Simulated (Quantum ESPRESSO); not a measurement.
# H on hollow sites of Mo(110): a series in the coverage, part 5 of 9

What law, if any, do the results for H on hollow sites of Mo(110) follow against the coverage?

Quantum ESPRESSO 7.5; plane-wave DFT, PBE, GBRV ultrasoft pseudopotentials.

So far. Step 6 (SCF with pw.x, 0 ML): The vacuum levels are read from the outermost 0.7 Å of the cell on either side. Step 6 (SCF with pw.x, 0 ML): Inside the slab this potential holds the local part of the pseudopotentials, which can be repulsive at the nuclei; only its value in the vacuum has a meaning of its own.

## Step 7: Relaxation with pw.x, 0.1111 ML

System of this step: Mo(110), 3 layers, 9 sites a cell, 1 H on hollow sites. The cell holds 28 atoms: 27 Mo and 1 H. Its edges and angles: a = 8.206 Å, b = 8.206 Å, c = 19.570 Å, α = 90.0°, β = 90.0°, γ = 70.5°. It derives from Mo. Vacuum lies along c.

File m1.relax.in:

```
&control
  prefix = 'm1.relax'
  outdir = './out'
  pseudo_dir = './pseudo'
  nstep = 70
  forc_conv_thr = 0.0015
  calculation = 'relax'
/
&system
  ibrav = 0
  nat = 28
  ntyp = 2
  ecutwfc = 40
  ecutrho = 200
  occupations = 'smearing'
  smearing = 'mv'
  degauss = 0.02
/
&electrons
  conv_thr = 1e-07
  mixing_beta = 0.3
  electron_maxstep = 120
  mixing_mode = 'local-TF'
/
&ions
/
ATOMIC_SPECIES
  Mo  95.9500  mo_pbe_v1.uspp.F.UPF
  H   1.0080  h_pbe_v1.4.uspp.F.UPF
CELL_PARAMETERS angstrom
  6.70035531840002 -4.73786668200000 0.00000000000000
  6.70035531840002 4.73786668200000 0.00000000000000
  0.00000000000000 0.00000000000000 19.57018993403409
ATOMIC_POSITIONS crystal
  Mo  0.886666666700 0.886666666700 0.358660890608 0 0 0
  Mo  0.886666666700 0.220000000000 0.358660890608 0 0 0
  Mo  0.886666666700 0.553333333300 0.358660890608 0 0 0
  Mo  0.220000000000 0.886666666700 0.358660890608 0 0 0
  Mo  0.220000000000 0.220000000000 0.358660890608 0 0 0
  Mo  0.220000000000 0.553333333300 0.358660890608 0 0 0
  Mo  0.553333333300 0.886666666700 0.358660890608 0 0 0
  Mo  0.553333333300 0.220000000000 0.358660890608 0 0 0
  Mo  0.553333333300 0.553333333300 0.358660890608 0 0 0
  Mo  0.053333333300 0.053333333300 0.472786087161 0 0 0
  Mo  0.053333333300 0.386666666700 0.472786087161 0 0 0
  Mo  0.053333333300 0.720000000000 0.472786087161 0 0 0
  Mo  0.386666666700 0.053333333300 0.472786087161 0 0 0
  Mo  0.386666666700 0.386666666700 0.472786087161 0 0 0
  Mo  0.386666666700 0.720000000000 0.472786087161 0 0 0
  Mo  0.720000000000 0.053333333300 0.472786087161 0 0 0
  Mo  0.720000000000 0.386666666700 0.472786087161 0 0 0
  Mo  0.720000000000 0.720000000000 0.472786087161 0 0 0
  Mo  0.886666666700 0.886666666700 0.586911283714
  Mo  0.886666666700 0.220000000000 0.586911283714
  Mo  0.886666666700 0.553333333300 0.586911283714
  Mo  0.220000000000 0.886666666700 0.586911283714
  Mo  0.220000000000 0.220000000000 0.586911283714
  Mo  0.220000000000 0.553333333300 0.586911283714
  Mo  0.553333333300 0.886666666700 0.586911283714
  Mo  0.553333333300 0.220000000000 0.586911283714
  Mo  0.553333333300 0.553333333300 0.586911283714
  H   0.000000000000 0.000000000000 0.641339109392
K_POINTS automatic
  3 3 1 0 0 0
```

Command:

```sh
OMP_NUM_THREADS=1 mpirun -n 16 pw.x -nk 1 -in m1.relax.in > m1.relax.out
```

Log:

```text
[banner, memory and clock lines left out]
Program PWSCF v.7.5 starts
[...]
Message from routine setup:
[...]
number of electrons       =       379.00
     number of Kohn-Sham states=          228
     kinetic-energy cutoff     =      40.0000  Ry
     charge density cutoff     =     200.0000  Ry
[...]
number of k points=     4  Marzari-Vanderbilt smearing, width (Ry)=  0.0200
[...]
Dense  grid:   400367 G-vectors     FFT dimensions: (  72,  72, 180)
[...]
negative rho (up, down):  2.803E-02 0.000E+00
     Starting wfcs are  352 randomized atomic wfcs
[...]
negative rho (up, down):  1.222E-02 0.000E+00
[...]
estimated scf accuracy    <       8.43348759 Ry
[...]
negative rho (up, down):  6.822E-04 0.000E+00
[...]
estimated scf accuracy    <       5.46974437 Ry
[...]
negative rho (up, down):  4.228E-04 0.000E+00
[...]
estimated scf accuracy    <       0.66460111 Ry
[...]
negative rho (up, down):  8.747E-05 0.000E+00
[...]
estimated scf accuracy    <       0.59772744 Ry
[...]
negative rho (up, down):  6.925E-05 0.000E+00
[...]
estimated scf accuracy    <       0.14830860 Ry
[...]
negative rho (up, down):  1.577E-04 0.000E+00
[...]
estimated scf accuracy    <       0.17654101 Ry
[...]
negative rho (up, down):  2.056E-04 0.000E+00
[...]
estimated scf accuracy    <       0.09737074 Ry
[...]
negative rho (up, down):  7.482E-03 0.000E+00
[...]
estimated scf accuracy    <       0.04247355 Ry
[...]
negative rho (up, down):  8.780E-02 0.000E+00
[...]
estimated scf accuracy    <       0.04246216 Ry
[...]
negative rho (up, down):  7.323E-02 0.000E+00
[...]
estimated scf accuracy    <       0.01779501 Ry
[...]
negative rho (up, down):  4.132E-02 0.000E+00
[...]
estimated scf accuracy    <       0.00638470 Ry
[...]
negative rho (up, down):  3.785E-02 0.000E+00
[...]
estimated scf accuracy    <       0.00309126 Ry
[...]
negative rho (up, down):  3.283E-02 0.000E+00
[...]
estimated scf accuracy    <       0.00034256 Ry
[...]
negative rho (up, down):  2.992E-02 0.000E+00
[...]
estimated scf accuracy    <       0.00015478 Ry
[...]
negative rho (up, down):  2.924E-02 0.000E+00
[...]
estimated scf accuracy    <       0.00016618 Ry
[...]
negative rho (up, down):  2.941E-02 0.000E+00
[...]
estimated scf accuracy    <       0.00000719 Ry
[...]
negative rho (up, down):  2.936E-02 0.000E+00
[...]
estimated scf accuracy    <       0.00000231 Ry
[...]
negative rho (up, down):  2.928E-02 0.000E+00
[...]
estimated scf accuracy    <       0.00000064 Ry
[...]
negative rho (up, down):  2.924E-02 0.000E+00
[...]
estimated scf accuracy    <       0.00000014 Ry
[...]
negative rho (up, down):  2.926E-02 0.000E+00
[...]
estimated scf accuracy    <       0.00000010 Ry
[...]
negative rho (up, down):  2.931E-02 0.000E+00
[...]
the Fermi energy is     4.2624 ev
!    total energy              =   -3761.64447512 Ry
     estimated scf accuracy    <       0.00000001 Ry
     smearing contrib. (-TS)   =      -0.00803885 Ry
     internal energy E=F+TS    =   -3761.63643627 Ry
[...]
one-electron contribution =  -22432.34467857 Ry
     hartree contribution      =   11216.97234921 Ry
     xc contribution           =    -520.83745305 Ry
     ewald contribution        =    7974.57334615 Ry
     convergence has been achieved in  21 iterations
     negative rho (up, down):  2.931E-02 0.000E+00
[...]
Total force =     0.077396     Total SCF correction =     0.000379
[...]
negative rho (up, down):  2.919E-02 0.000E+00
[...]
negative rho (up, down):  2.910E-02 0.000E+00
[...]
estimated scf accuracy    <       0.00367067 Ry
[...]
negative rho (up, down):  2.894E-02 0.000E+00
[...]
estimated scf accuracy    <       0.00142872 Ry
[...]
negative rho (up, down):  2.886E-02 0.000E+00
[...]
estimated scf accuracy    <       0.00014085 Ry
[...]
negative rho (up, down):  2.880E-02 0.000E+00
[...]
estimated scf accuracy    <       0.00004016 Ry
[...]
negative rho (up, down):  2.884E-02 0.000E+00
[...]
estimated scf accuracy    <       0.00000479 Ry
[...]
negative rho (up, down):  2.887E-02 0.000E+00
[...]
estimated scf accuracy    <       0.00000080 Ry
[...]
negative rho (up, down):  2.888E-02 0.000E+00
[...]
estimated scf accuracy    <       0.00000054 Ry
[...]
negative rho (up, down):  2.892E-02 0.000E+00
[...]
estimated scf accuracy    <       0.00000028 Ry
[...]
negative rho (up, down):  2.894E-02 0.000E+00
[...]
estimated scf accuracy    <       0.00000010 Ry
[...]
negative rho (up, down):  2.913E-02 0.000E+00
[...]
the Fermi energy is     4.2620 ev
!    total energy              =   -3761.64997861 Ry
     estimated scf accuracy    <       0.00000005 Ry
     smearing contrib. (-TS)   =      -0.00761977 Ry
     internal energy E=F+TS    =   -3761.64235884 Ry
[...]
one-electron contribution =  -22486.31565860 Ry
     hartree contribution      =   11243.98290042 Ry
     xc contribution           =    -520.89633071 Ry
     ewald contribution        =    8001.58673005 Ry
     convergence has been achieved in  10 iterations
     negative rho (up, down):  2.913E-02 0.000E+00
[...]
Total force =     0.065060     Total SCF correction =     0.000418
[...]
WARNING: bfgs curvature condition failed, Theta= 0.956
[...]
negative rho (up, down):  2.893E-02 0.000E+00
[...]
negative rho (up, down):  2.884E-02 0.000E+00
[...]
estimated scf accuracy    <       0.00479465 Ry
[...]
negative rho (up, down):  2.864E-02 0.000E+00
[...]
estimated scf accuracy    <       0.00204020 Ry
[...]
negative rho (up, down):  2.857E-02 0.000E+00
[...]
estimated scf accuracy    <       0.00019232 Ry
[...]
negative rho (up, down):  2.851E-02 0.000E+00
[...]
estimated scf accuracy    <       0.00008679 Ry
[...]
negative rho (up, down):  2.853E-02 0.000E+00
[...]
estimated scf accuracy    <       0.00000545 Ry
[...]
negative rho (up, down):  2.857E-02 0.000E+00
[...]
estimated scf accuracy    <       0.00000163 Ry
[...]
negative rho (up, down):  2.860E-02 0.000E+00
[...]
estimated scf accuracy    <       0.00000125 Ry
[...]
negative rho (up, down):  2.863E-02 0.000E+00
[...]
estimated scf accuracy    <       0.00000049 Ry
[...]
negative rho (up, down):  2.865E-02 0.000E+00
[...]
estimated scf accuracy    <       0.00000008 Ry
[...]
negative rho (up, down):  2.870E-02 0.000E+00
[...]
estimated scf accuracy    <       0.00000007 Ry
[...]
negative rho (up, down):  2.876E-02 0.000E+00
[...]
estimated scf accuracy    <       0.00000004 Ry
[...]
negative rho (up, down):  2.880E-02 0.000E+00
[...]
estimated scf accuracy    <       0.00000002 Ry
[...]
negative rho (up, down):  2.884E-02 0.000E+00
[...]
estimated scf accuracy    <       0.00000003 Ry
[...]
negative rho (up, down):  2.886E-02 0.000E+00
[...]
the Fermi energy is     4.2629 ev
!    total energy              =   -3761.65544774 Ry
     estimated scf accuracy    <          3.6E-09 Ry
     smearing contrib. (-TS)   =      -0.00705034 Ry
     internal energy E=F+TS    =   -3761.64839740 Ry
[...]
one-electron contribution =  -22553.97015819 Ry
     hartree contribution      =   11277.82268075 Ry
     xc contribution           =    -520.97305799 Ry
     ewald contribution        =    8035.47213803 Ry
     convergence has been achieved in  14 iterations
     negative rho (up, down):  2.886E-02 0.000E+00
[...]
Total force =     0.051135     Total SCF correction =     0.000118
[...]
negative rho (up, down):  2.864E-02 0.000E+00
[...]
negative rho (up, down):  2.846E-02 0.000E+00
[...]
estimated scf accuracy    <       0.01244559 Ry
[...]
negative rho (up, down):  2.814E-02 0.000E+00
[...]
estimated scf accuracy    <       0.00460518 Ry
[...]
negative rho (up, down):  2.802E-02 0.000E+00
[...]
estimated scf accuracy    <       0.00044071 Ry
[...]
negative rho (up, down):  2.794E-02 0.000E+00
[...]
estimated scf accuracy    <       0.00009185 Ry
[...]
negative rho (up, down):  2.802E-02 0.000E+00
[...]
estimated scf accuracy    <       0.00001013 Ry
[...]
negative rho (up, down):  2.809E-02 0.000E+00
[...]
estimated scf accuracy    <       0.00000247 Ry
[...]
negative rho (up, down):  2.813E-02 0.000E+00
[...]
estimated scf accuracy    <       0.00000180 Ry
[...]
negative rho (up, down):  2.819E-02 0.000E+00
[...]
estimated scf accuracy    <       0.00000035 Ry
[...]
negative rho (up, down):  2.825E-02 0.000E+00
[...]
estimated scf accuracy    <       0.00000029 Ry
[...]
negative rho (up, down):  2.835E-02 0.000E+00
[...]
estimated scf accuracy    <       0.00000023 Ry
[...]
negative rho (up, down):  2.845E-02 0.000E+00
[...]
estimated scf accuracy    <       0.00000010 Ry
[...]
negative rho (up, down):  2.848E-02 0.000E+00
[...]
estimated scf accuracy    <       0.00000004 Ry
[...]
negative rho (up, down):  2.852E-02 0.000E+00
[...]
estimated scf accuracy    <       0.00000004 Ry
[...]
negative rho (up, down):  2.855E-02 0.000E+00
[...]
the Fermi energy is     4.2626 ev
!    total energy              =   -3761.66115822 Ry
     estimated scf accuracy    <          5.9E-09 Ry
     smearing contrib. (-TS)   =      -0.00613415 Ry
     internal energy E=F+TS    =   -3761.65502407 Ry
[...]
one-electron contribution =  -22655.98666007 Ry
     hartree contribution      =   11328.85715329 Ry
     xc contribution           =    -521.09507786 Ry
     ewald contribution        =    8086.56956056 Ry
     convergence has been achieved in  14 iterations
     negative rho (up, down):  2.855E-02 0.000E+00
[...]
Total force =     0.031833     Total SCF correction =     0.000109
[...]
negative rho (up, down):  2.841E-02 0.000E+00
[...]
negative rho (up, down):  2.811E-02 0.000E+00
[...]
estimated scf accuracy    <       0.03005980 Ry
[...]
negative rho (up, down):  2.766E-02 0.000E+00
[...]
estimated scf accuracy    <       0.01053118 Ry
[...]
negative rho (up, down):  2.742E-02 0.000E+00
[...]
estimated scf accuracy    <       0.00101841 Ry
[...]
negative rho (up, down):  2.734E-02 0.000E+00
[...]
estimated scf accuracy    <       0.00012082 Ry
[...]
negative rho (up, down):  2.746E-02 0.000E+00
[...]
estimated scf accuracy    <       0.00002140 Ry
[...]
negative rho (up, down):  2.756E-02 0.000E+00
[...]
estimated scf accuracy    <       0.00000564 Ry
[...]
negative rho (up, down):  2.764E-02 0.000E+00
[...]
estimated scf accuracy    <       0.00000411 Ry
[...]
negative rho (up, down):  2.771E-02 0.000E+00
[...]
estimated scf accuracy    <       0.00000074 Ry
[...]
negative rho (up, down):  2.783E-02 0.000E+00
[...]
estimated scf accuracy    <       0.00000047 Ry
[...]
negative rho (up, down):  2.800E-02 0.000E+00
[...]
estimated scf accuracy    <       0.00000051 Ry
[...]
negative rho (up, down):  2.811E-02 0.000E+00
[...]
estimated scf accuracy    <       0.00000012 Ry
[...]
negative rho (up, down):  2.818E-02 0.000E+00
[...]
estimated scf accuracy    <       0.00000011 Ry
[...]
negative rho (up, down):  2.823E-02 0.000E+00
[...]
estimated scf accuracy    <       0.00000003 Ry
[...]
negative rho (up, down):  2.824E-02 0.000E+00
[...]
estimated scf accuracy    <       0.00000002 Ry
[...]
negative rho (up, down):  2.825E-02 0.000E+00
[...]
the Fermi energy is     4.2622 ev
!    total energy              =   -3761.66500303 Ry
     estimated scf accuracy    <          1.6E-09 Ry
     smearing contrib. (-TS)   =      -0.00438253 Ry
     internal energy E=F+TS    =   -3761.66062050 Ry
[...]
one-electron contribution =  -22823.21634209 Ry
     hartree contribution      =   11412.52014024 Ry
     xc contribution           =    -521.31587824 Ry
     ewald contribution        =    8170.35145958 Ry
     convergence has been achieved in  12 iterations
     negative rho (up, down):  2.824E-02 0.000E+00
[...]
Total force =     0.004761     Total SCF correction =     0.000156
[...]
negative rho (up, down):  2.824E-02 0.000E+00
[...]
negative rho (up, down):  2.823E-02 0.000E+00
[...]
estimated scf accuracy    <       0.00001484 Ry
[...]
negative rho (up, down):  2.823E-02 0.000E+00
[...]
estimated scf accuracy    <       0.00000532 Ry
[...]
negative rho (up, down):  2.822E-02 0.000E+00
[...]
estimated scf accuracy    <       0.00000102 Ry
[...]
negative rho (up, down):  2.822E-02 0.000E+00
[...]
estimated scf accuracy    <       0.00000014 Ry
[...]
negative rho (up, down):  2.822E-02 0.000E+00
[...]
estimated scf accuracy    <       0.00000007 Ry
[...]
negative rho (up, down):  2.822E-02 0.000E+00
[...]
estimated scf accuracy    <       0.00000001 Ry
[...]
negative rho (up, down):  2.822E-02 0.000E+00
[...]
estimated scf accuracy    <          2.1E-09 Ry
[...]
negative rho (up, down):  2.823E-02 0.000E+00
[...]
```

Run time: 28 min. Hardware: 16 MPI ranks of Arm Neoverse V2, shared host; peak memory 4 GiB.

Step by step:

```csv
step,energy less that of the first step (eV),largest force (eV/Å)
1,0.0000,0.8668
2,-0.0749,0.6581
3,-0.1493,0.5255
4,-0.2270,0.3264
5,-0.2709,0.2649
6,-0.2735,0.2124
7,-0.2757,0.1780
8,-0.2779,0.1332
9,-0.2793,0.0855
10,-0.2797,0.0803
11,-0.2802,0.0845
12,-0.2810,0.0738
13,-0.2817,0.0411
14,-0.2820,0.0279
```

The atoms that moved most (Å):

```csv
atom,dx,dy,dz,length
Mo23,0.022,0.000,-0.108,0.110
Mo27,0.014,0.000,-0.102,0.103
Mo24,-0.001,0.003,-0.100,0.100
Mo26,-0.001,-0.003,-0.100,0.100
Mo25,0.000,0.004,-0.098,0.098
Mo21,0.000,-0.004,-0.098,0.098
Mo19,-0.012,0.000,-0.089,0.090
H28,0.062,0.000,-0.065,0.090
```

The relaxation lowers the energy by 10 meV an atom. On the free atoms the largest force ends at 0.028 eV/Å.

Numbers from this step:

- free energy: -51180.0624 eV
- Fermi energy: 4.263 eV

(Continued in part 6 of 9.)

[Logs are printed without paths, hosts, clocks, repeated set-up lines and the standing remarks that a program may print on its own settings, such as how far it seeks lower states.]

[Hosts, paths, dates, database ids (printed as entryN), source tags and the programs' standing remarks are cut or masked in the printed files.]

[Maps of the electrostatic potential energy from Ansatz leave out the sawtooth potential of an applied field or a dipole correction, so their vacuum need not be flat; planar profiles and work functions include it.]
